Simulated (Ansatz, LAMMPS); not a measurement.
# Convergence of a linear-scaling basis for glassy 69SiO2-10CaO-10Na2O-10BaO (mol %) (81 atoms), part 3 of 3

Aim: test how closely localised support functions follow the reference on glassy 69SiO2-10CaO-10Na2O-10BaO (mol %) (81 atoms), and at what cost. A setting counts as converged where the r.m.s. difference of forces stays under 1 % of the r.m.s. force.

Ansatz 0.2.0; Kohn-Sham DFT, PBE, PAW (set soft_2), plane waves.

The cell: 20 Si, 3 Ca, 6 Na, 3 Ba and 49 O. The quench rate of 8 K/ps is orders of magnitude faster than experiment. The starting topology of bonds comes from the classical model. The Brillouin zone is sampled at Γ only, in a cell whose shortest periodic width is 10 Å. No spin–orbit coupling is included.

So far. Step 4 (Support functions low): Forces differ from the reference by 0.71 meV/Å r.m.s., 0.045 % of their size, well within a tolerance of 1 %; the energy by -4.3 meV/atom. It took roughly 7.4 times the reference's time (one timing each, with unlike analyses asked), in 14 cycles against 9. Step 5 (Support functions medium): Forces differ from the reference by 0.65 meV/Å r.m.s., 0.041 % of their size, well within a tolerance of 1 %; the energy by -4.3 meV/atom.

## Step 8: The reference in detail (continued)

Electrostatic potential energy in the ab plane at fractional z = 0.525, with atoms of Si and Ca and Na and O within 0.2 Å of it. With pseudopotentials it is smooth inside the atoms' cores, unlike the true potential.

Ten even steps from '0' (-41 eV) to '9' (10 eV), each cell a mean:
```
89998889999999999999999999865
49876568999998999999889999400
58741026899963489996225766401
89720004899952377673003410256
99741026899986663256335200058
99876568999999852147887400268
99998999999999975568999866789
99999999999999962159999999999
99999999999999940039999999999
99999999999999973369999999999
89999876789898766799999998755
58998631363247534789999998400
58987632451026645678999998400
89998876785468876213899998766
99999998999999997202799999999
99999999999999999646999999999
99999999999999999999998889999
88889999999999999999988889999
87788999999999989999988899998
76678999999999999999888999998
87778997689999999998889999998
88889961149999999998889999999
99999951049999999999889999999
99999986689999999999999999999
```
Columns run along a (10.4 Å; values clipped at the 3rd and 97th percentile), rows up along b (10.4 Å). Atoms in or near the plane, at fractional coordinates: Si at (0.86, 0.80), Ca at (0.17, 0.84), Na at (0.95, 0.49), O at (0.71, 0.85), O at (0.38, 0.47), O at (0.58, 0.64), O at (0.63, 0.40), O at (0.96, 0.91), O at (0.27, 0.07).

Mean Löwdin charges: Ba +1.86, Ca +1.74, Na +0.78, O -0.89, Si +1.71 e (they miss 1.3 % of the electrons, so they add up to more than the cell's charge).

## Step 9: Structure statistics

These statistics describe the geometry on which the runs were made.

Density 2.98 g/cm³, 13.89 Å³ an atom.

Pair distribution functions g(r), in bins of 0.2 Å:

```
r (Å)  total   O-O   O-Si  O-Na  O-Ba  O-Ca  Si-Si
 1.40   0.06  0.00   0.21  0.00  0.00  0.00   0.00
 1.60   4.00  0.00  13.35  0.00  0.00  0.00   0.00
 1.80   0.14  0.00   0.46  0.00  0.00  0.00   0.00
 2.00   0.00  0.00   0.00  0.00  0.00  0.00   0.00
 2.20   0.19  0.00   0.00  1.56  0.00  1.21   0.00
 2.40   0.57  0.30   0.00  2.92  0.00  4.30   0.00
 2.60   2.03  5.05   0.00  0.91  0.00  2.25   0.00
 2.80   0.78  1.22   0.06  0.98  3.50  0.77   0.00
 3.00   0.90  0.62   0.20  1.02  2.76  0.33   3.64
 3.20   0.97  0.91   0.26  1.33  0.88  0.00   3.50
 3.40   1.01  0.87   1.15  1.07  1.04  0.78   0.00
 3.60   0.95  0.66   1.12  0.96  1.19  0.46   0.00
 3.80   1.07  0.85   1.48  0.73  0.62  0.62   0.31
 4.00   1.11  0.70   2.07  1.15  0.39  1.14   0.43
 4.20   1.13  0.69   1.87  0.68  0.33  0.85   1.52
 4.40   1.07  0.85   1.19  1.48  0.32  1.74   1.51
 4.60   0.91  0.89   0.61  1.60  1.29  0.99   1.39
 4.80   1.09  1.44   0.72  1.13  1.45  1.73   0.97
 5.00   0.95  1.29   0.64  0.67  1.69  0.86   0.98
```

Bonds by pair of elements; cutoffs follow the first minimum of g(r), held within bounds set by covalent radii, and pairs that aren't listed don't count as bonded:

```
pair A-B  cutoff (Å)  bonds  mean length (Å)  spread (Å)  shortest (Å)  B about A  A about B
    O-Si        2.08     80             1.61       0.057          1.50       1.63          4
    O-Na        2.73     22             2.42       0.161          2.15      0.449       3.67
    O-Ba        3.29     19             2.91       0.134          2.71      0.388       6.33
    O-Ca        3.18     18             2.52       0.209          2.22      0.367          6
```

The cutoff for O-Ba falls short of the minimum of g(r), so counts run low and odd coordinations can be artefacts.

How many atoms have how many bonded neighbours:

```
element  mean  1   2   3   4  5  6  7  8
     Ba  6.33  0   0   0   0  1  1  0  1
     Ca     6  0   0   0   0  1  1  1  0
     Na  3.67  1   0   1   2  2  0  0  0
      O  2.84  0  20  19   8  2  0  0  0
     Si     4  0   0   0  20  0  0  0  0
```

Oxygen atoms by the number of network formers (Si, P, Ge, B, Al, As, Ga) bound to them:

```
network formers bound to O  O atoms  per cent
                         0        0         0
                         1       18      36.7
                         2       31      63.3
```

Network units: each former by its oxygen neighbours and how many of them bridge to another former:

```
former  O neighbours  bridging O  atoms
    Si             4           2      4
    Si             4           3     10
    Si             4           4      6
```

Rings of the network by King's shortest-path rule, up to 12 atoms, one path for each pair of neighbours; H, halogens, alkali and alkaline-earth atoms are left out:

```
ring size (atoms)  rings  per network atom
               10      5             0.072
               12      4             0.058
```

First main peaks of g(r), for some of the pairs, lie near 2.6 Å (O-O), 1.6 Å (O-Si), 2.4 Å (O-Na), 2.9 Å (O-Ba), 2.4 Å (O-Ca) and 3.1 Å (Si-Si). 63 % of the oxygens bridge two formers and 37 % are non-bridging. The commonest Si unit has 4 oxygens, 3 of them shared with other formers (10 of 20 atoms). Rings of 10 atoms are the most common (56 % of those counted); sizes run from 10 to 12, where the search stops.

A closer look about Si14, which bears the longest force: 12 atoms, nearest first, numbered in the order of the input, with positions taken from that point.

```
atom      x      y      z  distance (Å)  bonds  Löwdin charge (e)     Fx     Fy  Fz (eV/Å)
Si14   0.00   0.00   0.00          0.00      4               1.72  -0.03   0.05      -6.40
 O81  -0.57   0.01   1.39          1.50      5              -1.03  -2.10   0.18       6.01
 O69   1.13  -1.06  -0.33          1.59      3              -0.79   3.30  -0.70      -0.38
 O59   0.51   1.47  -0.57          1.65      3              -0.82   0.43  -0.39       1.16
 O61  -1.25  -0.53  -0.99          1.68      2              -0.82   2.34   2.55       1.50
Na29   0.58   2.76   1.42          3.16      5               0.79   0.05   0.22      -0.27
 Si7  -2.28  -1.52  -1.59          3.17      4               1.77   0.38   0.68      -0.70
Si16   2.84  -1.45  -0.41          3.21      4               1.71  -2.82  -0.12      -3.36
Si20   0.63   2.79  -1.48          3.22      4               1.77   1.24  -2.47      -3.04
 O50   2.55  -0.11   2.00          3.24      2              -0.95  -0.71  -3.79      -3.08
 O38  -2.32   2.40  -0.23          3.35      2              -0.93   0.13  -1.24       0.70
Ca23  -2.57   1.22   1.84          3.39      7               1.76  -0.71   1.50      -1.38
```

## Step 10: Summary of results

```json
{
  "free energy per atom": "-899.0752 eV/atom",
  "pressure": "5.537 GPa",
  "r.m.s. force component": "1.582 eV/Å",
  "gap (highest filled to lowest empty level)": "2.821 eV",
  "wall time of the 3 DFT runs": "4.7 min"
}
```

What this shows: Against plane waves at 420 eV, the forces differ by 0.65 meV/Å (0.041 %) with support functions medium. At 81 atoms the fastest of the runs at a preset level, support functions low, takes roughly 7.4 times the time of plane waves (whose run also made extra analyses), in 14 SCF cycles against 9. Differences between support functions and plane waves include what basis error the plane-wave run still has.

Between filled and empty levels lie 2.82 eV (at Γ alone); a semilocal functional tends to put such gaps too low. In a disordered cell it changes from sample to sample, and tail or defect levels can set it. 63 % of the oxygens bridge two formers and 37 % are non-bridging.

**Limits.** The force components of 1.6 eV/Å r.m.s. come partly from thermal motion and partly from the difference between the classical potential and DFT. The pressure of 5.5 GPa is that of one thermal frame, in which the classical model's bond lengths enter as well as the volume, without the kinetic term. The pressure of a single frame lacks the kinetic term.

[Long decimals in the printed logs are rounded to 6 places.]

[Logs are printed without paths, hosts, clocks, repeated set-up lines and the standing remarks that a program may print on its own settings, such as how far it seeks lower states.]

[Hosts, paths, dates, database ids (printed as entryN), source tags and the programs' standing remarks are cut or masked in the printed files.]
